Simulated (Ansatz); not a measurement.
# Leakage through CaO between Li(100) and Li(100): one more thickness

The current through thinner CaO barriers is known. What leaks through 5 layers at 0.25 V?

Set-up. Ansatz 0.2.0, plane waves with PAW datasets, PBE; a slab with two metal leads whose outer parts are reservoirs, with density and current solved under bias (Landauer, 300 K). The CaO is strained to the lead's lattice, the interfaces are relaxed in a short slab (PBE+D3(BJ)), and bulk layers are laid on.

Results; the value marked ? is to be predicted:

| layers of CaO | cell length (Å) | drop between the leads' cuts at 0.25 V (V) | current density at 0.25 V (A/m²) |
| --- | --- | --- | --- |
| 1 | 61.10 | 0.191 | 3.31×10¹³ |
| 3 | 65.72 | 0.243 | 1.43×10¹² |
| 4 | 68.08 | 0.246 | 3.81×10¹¹ |
| 5 | 70.43 | 0.248 | ? |

**Fit on the rows shown.**

Deep in a barrier the current should fall by a fixed factor for each layer; the steps shown give 4.8 and 3.8 per layer. A straight line through ln J for 3 and 4 layers has the slope −1.324 per layer, a factor of 3.8; with about 2.36 Å per layer that is β = 0.56 Å⁻¹. Then J = exp(31.962 − 1.324 × 5). Predicted: 1.01×10¹¹ A/m².

Check against the run:

6.72×10¹⁰ A/m², so the prediction is 51 % too high. From 4 to 5 layers the current falls by 5.7 per layer, against the fitted 3.8. The steps are uneven, so one factor describes this series only roughly.

Caveats: On every other k-point the currents of these runs, at any bias, move by up to 19 %. A semilocal functional makes the barrier's gap too small; each thickness has its own relaxed interfaces.
